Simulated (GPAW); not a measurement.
# NaHF2 (R-3m): G0W0 with GPAW, start to end, part 2 of 2

Wanted: ground state, empty states, screening and self-energy for NaHF2 (R-3m).

GPAW 26.7.0; LDA and many-body steps on it, plane waves. Known limits of the many-body steps: not at the basis limit.

So far. Step 3 (Bands along the symmetry lines): The gap is 6.595 eV, as in the run before at this level. Step 4 (Empty states on the mesh, 4×4×4 mesh, 317 bands): On this mesh the gap is 6.595 eV.

## (5) Screening and self-energy, 4×4×4 mesh, 142 bands, screening to 120 eV

Now the one-shot GW correction: screening in the RPA, then the self-energy of the levels asked for.

This step: G0W0 on LDA, plane waves, PAW.

Input file run.py:

```python
import json
import numpy as np
from gpaw.mpi import world
from gpaw.response.g0w0 import G0W0

gw = G0W0('full.gpw',
    filename='gw',
    kpts=[0, 12],
    bands=(9, 13),
    ecut=120,
    nbands=142,
    integrate_gamma='WS',
    ppa=True)
gw.calculate()
res = {mode: {k: v for k, v in r.items() if k != 'sigma_eskwn'}
       for mode, r in gw.all_results.items()}

if world.rank == 0:
    with open('result.json', 'w') as f:
        json.dump(res, f, default=lambda x: x.tolist())
```

Launch:

```sh
$ mpirun -n 4 gpaw python run.py
```

Numbers of over 12 decimals in the logs are rounded to 6 here.

The log of the run:

```text
Using integrator: PointIntegrator
FrequencyGridDescriptor(from 0.000+0.000j to 0.000+27.211j eV, 2 points)
Nonperiodic BCs:  [False False False]
Using integrator: PointIntegrator
FrequencyGridDescriptor(from 0.000+0.000j to 0.000+27.211j eV, 2 points)
Nonperiodic BCs:  [False False False]
  ___  _ _ _
 |   || | | |
 | | || | | |
 |__ ||_____|
 |___|

BZ k-points: Symmetries present (total): 12

  [... matrices ...]
64 k-points: 4 x 4 x 4 Monkhorst-Pack grid + [1/8,1/8,1/8]
13 k-points in the irreducible part of the Brillouin zone
       k-points in crystal coordinates                weights
   0:     0.00000000    0.00000000    0.00000000          1/64
   1:     0.25000000    0.00000000   -0.25000000          6/64
   2:     0.25000000    0.00000000    0.00000000          6/64
   3:     0.25000000    0.25000000   -0.25000000          6/64
   4:     0.25000000    0.25000000    0.00000000          6/64
   5:     0.25000000    0.25000000    0.25000000          2/64
   6:     0.50000000    0.00000000    0.00000000          3/64
   7:     0.50000000    0.25000000   -0.25000000          6/64
   8:     0.50000000    0.25000000    0.00000000         12/64
   9:     0.50000000    0.25000000    0.25000000          6/64
          ...
  12:     0.50000000    0.50000000    0.50000000          1/64

Distributing spins, k-points and bands (1 x 2 x 4) over 4 processes
Number of blocks: 1

Quasi particle states:
k-points (IBZ indices): [0, 12]
Band range: (9, 13)
  [... matrices ...]
Computational parameters:
Plane wave cut-off: 120 eV
Number of bands: 142
Coulomb cutoff: None
Broadening: 0.1 eV

fxc modes: GW
Kernel: RPA
Using Godby-Needs plasmon-pole approximation:
  Fitting energy: i*E0, E0 = 1.000 Hartree
Summing all q:

Calculating screened Coulomb potential
No Coulomb truncation
FrequencyGridDescriptor(from 0.000+0.000j to 0.000+27.211j eV, 2 points)
Removing empty qpoint cache files...

Calculating chi0 body with:
    Ground state adapter containing:
    Number of spins: 1
    Number of kpoints: 64
    Number of irreducible kpoints: 13
    Number of completely occupied states: 11
    Number of partially occupied states: 11
    Occupied states memory: 4.531860 M / cpu

    Linear response parametrization:
    q_c: [0.0, 0.0, 0.0]
    Number of frequency points: 2
    Planewave cutoff: 120.0
    Number of bands: 142
    Number of planewaves: 159
    Broadening (eta): 1e-06
    comm.size: 4
    kncomm.size: 4
    blockcomm.size: 1

    Memory estimate of potentially large arrays:
        chi0_wGG: 0.771515 M / cpu
Integrating chi0 body.

Symmetries of q_c:
    Direct symmetries (Uq -> q): 12
    Indirect symmetries (TUq -> q): 0
In total 12 allowed symmetries.

  [... matrices ...]
13 groups of equivalent kpoints. 79.6875% reduction.

Integral kind: response function
Integrating chi0 head and wings.

Symmetries of q_c:
    Direct symmetries (Uq -> q): 12
    Indirect symmetries (TUq -> q): 0
In total 12 allowed symmetries.

  [... matrices ...]
13 groups of equivalent kpoints. 79.6875% reduction.

Integral kind: response function wings

Calculating chi0 body with:
    Ground state adapter containing:
    Number of spins: 1
    Number of kpoints: 64
    Number of irreducible kpoints: 13
    Number of completely occupied states: 11
    Number of partially occupied states: 11
    Occupied states memory: 4.531860 M / cpu

[... the further q-points ...]

Results:
f:      Occupation numbers
eps:     KS-eigenvalues [eV]
vxc:     KS vxc [eV]
exx:     Exact exchange [eV]
sigma:   Self-energies [eV]
dsigma:  Self-energy derivatives
Z:       Renormalization factors
qp:      QP-energies [eV]

k-point 0 (0): (0.000, 0.000, 0.000)                GW
band       f     eps     vxc     exx   sigma  dsigma       Z      qp
                                                                   GW
   9   1.000  -4.065 -23.480 -31.328   4.474  -0.211   0.826  -6.850
  10   1.000  -3.997 -24.686 -31.603   4.005  -0.200   0.833  -6.424
  11   0.000   2.766  -9.441  -4.885  -2.364  -0.095   0.913   4.768
  12   0.000   9.039  -8.665  -3.548  -2.607  -0.099   0.910  11.322

k-point 1 (12): (0.500, 0.500, 0.500)                GW
band       f     eps     vxc     exx   sigma  dsigma       Z      qp
                                                                   GW
   9   1.000  -3.829 -23.975 -31.777   4.499  -0.211   0.826  -6.558
  10   1.000  -3.829 -23.975 -31.777   4.499  -0.211   0.826  -6.558
  11   0.000   4.497  -8.816  -4.289  -2.290  -0.096   0.913   6.539
  12   0.000   5.629 -11.855  -6.715  -2.437  -0.109   0.901   8.065
```

It took 1.8 min on 4 MPI ranks of Arm Neoverse V1, shared host; peak memory 1.5 GiB.

This step gave:

```yaml
g0w0_gap_on_the_points_computed: 11.19 eV
least_direct_g0w0_gap_on_the_computed_points: 11.19 eV
z_at_the_valence_top: 0.8334
z_at_the_conduction_bottom: 0.9129
starting_gap_on_the_mesh: 6.595 eV
k_of_the_valence_top: 0, 0, 0
k_of_the_conduction_bottom: 0, 0, 0
```

The gap on the mesh goes from 6.60 eV to 11.19 eV, a correction of +4.60 eV.

Limits: finite bands, cutoff and mesh. v1 is the top filled band, c1 the lowest empty one. Levels before and after the correction, in eV, zero at the valence-band top of each column:

|  | conduction bottom | valence top |
| --- | --- | --- |
| Kohn-Sham | 6.60 | 0.00 |
| G0W0 | 11.19 | 0.00 |

|  | level | energy (eV) |
| --- | --- | --- |
| Kohn-Sham | Γ v2 | -0.235 |
| Kohn-Sham | Γ v1 | -0.168 |
| Kohn-Sham | Γ c1 | 6.595 |
| Kohn-Sham | Γ c2 | 12.868 |
| G0W0 | Γ v2 | -0.426 |
| G0W0 | Γ v1 | 0.000 |
| G0W0 | Γ c1 | 11.192 |
| G0W0 | Γ c2 | 17.747 |

## (6) Where the time went

Times are wall times on 4 MPI ranks of Arm Neoverse V1, shared host, good to a factor of about two.

| step | time | share | memory (GiB) |
| --- | --- | --- | --- |
| ground state | 20 s | 11 % | 0.78 |
| bands along the symmetry lines | 16 s | 9 % | 0.81 |
| empty states on the mesh | 30 s | 17 % | 1.6 |
| screening and self-energy | 1.8 min | 63 % | 1.5 |

## (7) Summary of results

- LDA gap: 6.60 eV, indirect
- G0W0 gap on the mesh: 11.19 eV
- GW settings: 4×4×4 mesh, 142 bands, screening to 120 eV, Godby-Needs plasmon pole
- known limits: not at the basis limit

In words: G0W0 moves the gap on the mesh from 6.60 eV to 11.19 eV (+4.60 eV), with Z of 0.83 and 0.91 at the edges. Only 2 of the mesh's irreducible points were corrected, so a valley elsewhere could overtake. The dearest step here is «screening and self-energy». Bands and cutoff are finite, so the gap is not at the basis limit. The miss can reach some tenths of an eV and take either sign; the mesh is an error of its own. These stock PAW sets were not made for GW. In the G0W0 run levels were corrected at 2 k points alone, so a gap called «on the mesh» is the least over those, and an edge elsewhere would be missed.

[Paths, hosts, dates, memory and timing lines, banners, echoed tables and standing remarks are left out of the program output.]

[Logs are printed without paths, hosts, clocks, repeated set-up lines and the standing remarks that a program may print on its own settings, such as how far it seeks lower states.]

[Runs of the session that timed out or met a known fault of the program may be left out.]

[Hosts, paths, dates, database ids (printed as entryN), source tags and the programs' standing remarks are cut or masked in the printed files.]
